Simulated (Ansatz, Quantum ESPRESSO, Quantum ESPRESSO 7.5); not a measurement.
## In2O2, 1 layer: biaxial strain by an ASE script

Aim: band edges, gap and stiffness of In2O2, 1 layer under biaxial strain.

Method: plane-wave DFT, PBE, GBRV ultrasoft pseudopotentials (geometry by Ansatz 0.2.0 with PAW datasets; geometry under PBE), in Quantum ESPRESSO 7.5.

Most raw output is cut from this account.

## (1) Starting point

The cell holds 4 atoms: 2 O and 2 In. Cell: a = 3.292 Å, b = 3.292 Å, c = 19.674 Å, α = 90.0°, β = 90.0°, γ = 120.0°. It derives from In2O2. Vacuum lies along c.

## (2) Relaxation with Ansatz

The geometry comes first, from a plane-wave PAW code, so that the later runs on this slab share one structure.

input.yaml reads:

```yaml
crystal:
  lattice:
    - [3.2916, 0.0, 0.0]
    - [-1.6458, 2.8506092191, 0.0]
    - [0.0, 0.0, 19.6736373469]
  atoms:
    - { symbol: O, position: [0.3333333333, 0.6666666667, 0.3812208118] }
    - { symbol: In, position: [0.0, 0.0, 0.427822193] }
    - { symbol: In, position: [0.0, 0.0, 0.572177807] }
    - { symbol: O, position: [0.3333333333, 0.6666666667, 0.6187791882] }
kpoints:
  mp_grid: { grid: [12, 12, 1] }
hamiltonian:
  xc: pbe
scf:
  occupations: { method: fermi_dirac, width: 0.05 }
  convergence: { dr2_threshold: 1.0e-08 }
efield:
  axis: 3
  dipole_correction: true
  ramp_position: 0.97
  ramp_width: 0.04
relax:
  f_tol: 0.01
  cell: { fix: [c, alpha, beta] }
output:
  write_potential: true
  write_density: true
  volumetric_format: npy
```

Launch:

```console
$ ansatz run input.yaml --threads 2 --pin off --max-ram 4096MiB --backend cpu --events-out ev --progress --plain --runs-dir out
```

It took 27 s on 2 threads of Arm Neoverse V2, shared host; peak memory 0.5 GiB.

Step by step:

```
step  energy less that of the first step (eV)  largest force component (eV/Å)  pressure (GPa)  volume (Å³)
   1                                   0.0000                          0.2303            2.20       184.60
   2                                  -0.1753                          0.2317           -0.18       203.02
   3                                  -0.1637                          0.3900            0.22       202.29
   4                                  -0.1815                          0.0248           -0.06       201.71
   5                                  -0.1817                          0.0018           -0.03       201.57
  6*                                  -0.2078                          0.0010            0.14       201.57
   7                                  -0.2076                          0.0017            0.01       202.61
  8*                                  -0.2086                          0.0017            0.01       202.61
```

Relaxation steps marked * repeat the geometry before them on a plane-wave basis chosen anew for their cell, so energy and pressure can jump there. Relaxation step 3 was tried and not accepted.

Forces are held to the 6 operations that the run works with; a distortion that breaks them can't arise in this run.

```
cell as run  before  after  change
      a (Å)   3.292  3.448  +4.8 %
      b (Å)   3.292  3.448  +4.8 %
```

The atoms that moved most (Å, along periodic axes as changes of fractional coordinates times the final cell, across vacuum about the mean position):

```
atom     dx     dy      dz  length
  O4  0.000  0.000  -0.119   0.119
  O1  0.000  0.000   0.119   0.119
 In3  0.000  0.000   0.009   0.009
 In2  0.000  0.000  -0.009   0.009
```

The relaxed structure:

```cif
data_structure
_symmetry_space_group_name_H-M 'P 1'
_symmetry_Int_Tables_number 1
_cell_length_a 3.4484
_cell_length_b 3.4484
_cell_length_c 19.6736
_cell_angle_alpha 90.000
_cell_angle_beta 90.000
_cell_angle_gamma 120.000
_cell_volume 202.61
loop_
_atom_site_label
_atom_site_type_symbol
_atom_site_fract_x
_atom_site_fract_y
_atom_site_fract_z
_atom_site_occupancy
O1 O 0.33333 0.66667 0.38728 1
In2 In 0.00000 0.00000 0.42737 1
In3 In 0.00000 0.00000 0.57263 1
O4 O 0.33333 0.66667 0.61272 1
```

This step gave:

```
free energy                                                      : -12329.9468 eV
energy at zero smearing                                          : -12329.9466 eV
smearing term TS                                                 : 5.73e-4 eV
Fermi energy                                                     : -1.356 eV
gap by band count                                                : 0.3637 eV
symmetry operations                                              : 6
dipole along the normal                                          : 1.22e-5 e·Å
vacuum level at the upper face over a Fermi level inside the gap : 6.195 eV
vacuum level at the lower face over a Fermi level inside the gap : 6.195 eV
```

## (3) The script

Under ESM bc1 levels count from the vacuum, or from the mean of the two vacuum levels where the sheet has a dipole, so band edges at unlike strains can be compared.

Level of this step: plane-wave DFT, PBE, GBRV ultrasoft pseudopotentials (Quantum ESPRESSO 7.5).

run.py reads:

```python
import json
import numpy as np
from ase import Atoms
from ase.calculators.espresso import Espresso, EspressoProfile

profile = EspressoProfile(command='mpirun -n 2 pw.x -nk 2', pseudo_dir='../pseudo')
pseudopotentials = {'In': 'in_pbe_v1.4.uspp.F.UPF', 'O': 'o_pbe_v1.2.uspp.F.UPF'}
system = {'ecutwfc': 40, 'ecutrho': 200, 'occupations': 'smearing', 'smearing': 'fd', 'degauss': 0.002}


def calculator(name, kpts, **extra):
    data = dict(control=dict(tprnfor=True, verbosity='high', disk_io='none'),
                system=system | extra,
                electrons=dict(conv_thr=1e-09, mixing_beta=0.4, mixing_mode='plain',
                               electron_maxstep=100))
    return Espresso(profile=profile, directory=name, pseudopotentials=pseudopotentials, kpts=kpts, input_data=data)


def centre(atoms):
    z = atoms.positions[:, 2]
    atoms.positions[:, 2] -= (z.max() + z.min()) / 2  # ESM wants the slab about z = 0
    return atoms

sheet = Atoms(
    ['O', 'In', 'In', 'O'],
    scaled_positions=[
        [0.3333333333, 0.6666666667, 0.3872790185],
        [0.0000000000, 0.0000000000, 0.4273710826],
        [0.0000000000, 0.0000000000, 0.5726289992],
        [0.3333333333, 0.6666666667, 0.6127208997]],
    cell=[
        [3.448447727360, 0.000000000000, 0.000000000000],
        [-1.724223863680, 2.986443335517, 0.000000000000],
        [0.000000000000, 0.000000000000, 19.673637346900]],
    pbc=True)

rows = []
for strain in [-0.03, -0.015, 0.0, 0.015, 0.03]:
    atoms = sheet.copy()
    atoms.set_cell(sheet.cell.array * [[1 + strain], [1 + strain], [1]], scale_atoms=True)
    atoms = centre(atoms)
    atoms.calc = calculator(f's{strain:+.3f}', (12, 12, 1), assume_isolated='esm', esm_bc='bc1', nbnd=23)
    energy = atoms.get_potential_energy()
    levels = np.array([atoms.calc.get_eigenvalues(kpt=i) for i in range(len(atoms.calc.get_ibz_k_points()))])
    top, bottom = levels[:, 18].max(), levels[:, 19].min()
    direct = (levels[:, 19] - levels[:, 18]).min()
    rows.append([strain, energy, top, bottom, direct])
    print(f'strain {strain:+.3f}: E = {energy:.5f} eV, valence top {top:.3f}, conduction bottom {bottom:.3f}, '
          f'gap {bottom - top:.3f}, least direct gap {direct:.3f} eV')

x, energy, top, bottom, direct = np.array(rows).T
area = np.linalg.norm(np.cross(*sheet.cell[:2]))
stiffness = np.polyfit(x, energy, 2)[0] / area * 16.0218  # C11 + C12, heights clamped
print(f'valence and conduction edges move by {np.polyfit(x, top, 1)[0]:.2f} and {np.polyfit(x, bottom, 1)[0]:.2f} eV per unit biaxial strain')
print(f'C11 + C12 with clamped heights: {stiffness:.1f} N/m')
json.dump(dict(rows=rows, stiffness=stiffness), open('result.json', 'w'))
```

Launch:

```console
$ OMP_NUM_THREADS=1 python run.py
```

Elapsed: 5.4 min, on 2 MPI ranks; peak memory 0.44 GiB; 11 min of CPU time.

This step gave:

```
biaxial stiffness : 199.9 N/m
```

Band edge from the vacuum level against biaxial strain:

```
biaxial strain (%)  valence top (eV)  conduction bottom (eV)
             -3.00             -6.22                   -5.91
             -1.50             -6.33                   -6.00
              0.00             -6.44                   -6.09
              1.50             -6.53                   -6.17
              3.00             -6.61                   -6.25
```

Gap against biaxial strain:

```
biaxial strain (%)  on the mesh (eV)  least direct (eV)
             -3.00             0.314               1.35
             -1.50             0.336               1.22
              0.00             0.350               1.10
              1.50             0.358              0.991
              3.00             0.360              0.883
```

Table of energy over the lowest by biaxial strain:

```
biaxial strain (%)  energy over the lowest (meV)
             -3.00                           113
             -1.50                          23.1
              0.00                             0
              1.50                          34.4
              3.00                           118
```

## (4) Running the series: PBE, SSSP efficiency

Level of this step: plane-wave DFT, PBE, SSSP efficiency pseudopotentials (Quantum ESPRESSO 7.5).

run.py is the input of step 3 with these lines changed:

```diff
@@ -6,4 +6,4 @@
 profile = EspressoProfile(command='mpirun -n 2 pw.x -nk 2', pseudo_dir='../pseudo')
-pseudopotentials = {'In': 'in_pbe_v1.4.uspp.F.UPF', 'O': 'o_pbe_v1.2.uspp.F.UPF'}
-system = {'ecutwfc': 40, 'ecutrho': 200, 'occupations': 'smearing', 'smearing': 'fd', 'degauss': 0.002}
+pseudopotentials = {'In': 'In.pbe-dn-rrkjus_psl.0.2.2.UPF', 'O': 'O.pbe-n-kjpaw_psl.0.1.UPF'}
+system = {'ecutwfc': 45, 'ecutrho': 360, 'occupations': 'smearing', 'smearing': 'fd', 'degauss': 0.002}
```

Launch:

```console
$ OMP_NUM_THREADS=1 python run.py
```

Elapsed: 7.1 min, on 2 MPI ranks; peak memory 0.78 GiB; 14 min of CPU time.

Read from the output:

| Property | Result |
| --- | --- |
| biaxial stiffness | 207.8 N/m |

The band edge from the vacuum level by biaxial strain:

```
biaxial strain (%)  valence top (eV)  conduction bottom (eV)
             -3.00             -6.23                   -5.88
             -1.50             -6.34                   -5.98
              0.00             -6.44                   -6.07
              1.50             -6.53                   -6.16
              3.00             -6.61                   -6.24
```

Gap against biaxial strain:

```
biaxial strain (%)  on the mesh (eV)  least direct (eV)
             -3.00             0.342               1.36
             -1.50             0.359               1.23
              0.00             0.368               1.11
              1.50             0.371              0.993
              3.00             0.370              0.884
```

Energy over the lowest against biaxial strain:

```
biaxial strain (%)  energy over the lowest (meV)
             -3.00                           147
             -1.50                          38.9
              0.00                             0
              1.50                          21.0
              3.00                          93.3
```

## (5) By hand

Under equal strain ε in the plane, E = A (C11 + C12) ε². From the points at ±1.5 %: d²E/dε² = (23.06 + 34.41 − 2 × 0.00) meV / 0.015² = 255 eV, and 255/(2 × 10.299 Å²) × 16.02 = 199 N/m.

## (6) Summary of results

* C11 + C12, heights clamped, PBE, GBRV ultrasoft: 200 N/m
* gap on the mesh at zero strain, PBE, GBRV ultrasoft: 0.35 eV
* valence top below the vacuum at zero strain, PBE, GBRV ultrasoft: 6.44 eV
* shift of the valence top per unit biaxial strain, PBE, GBRV ultrasoft: -6.5 eV
* shift of the conduction bottom per unit biaxial strain, PBE, GBRV ultrasoft: -5.8 eV
* C11 + C12, heights clamped, PBE, SSSP efficiency: 208 N/m
* gap on the mesh at zero strain, PBE, SSSP efficiency: 0.37 eV
* valence top below the vacuum at zero strain, PBE, SSSP efficiency: 6.44 eV
* shift of the valence top per unit biaxial strain, PBE, SSSP efficiency: -6.4 eV
* shift of the conduction bottom per unit biaxial strain, PBE, SSSP efficiency: -6.0 eV

In words: The sheet's biaxial stiffness comes to 200 N/m and its gap at zero strain to 0.35 eV (PBE, GBRV ultrasoft). From −3 % to +3 % the gap on the mesh goes from 0.31 to 0.36 eV; it is indirect at every strain. Heights are clamped under strain, which makes a sheet with several atomic planes too stiff. Semilocal gaps are too small. Spin-orbit coupling is left out; depending on the atoms that carry the levels of interest, it can split and shift them by tens to hundreds of meV.

[Logs are printed without paths, hosts, clocks, repeated set-up lines and the standing remarks that a program may print on its own settings, such as how far it seeks lower states.]

[Hosts, paths, dates, database ids (printed as entryN), source tags and the programs' standing remarks are cut or masked in the printed files.]

[Maps of the electrostatic potential energy from Ansatz leave out the sawtooth potential of an applied field or a dipole correction, so their vacuum need not be flat; planar profiles and work functions include it.]
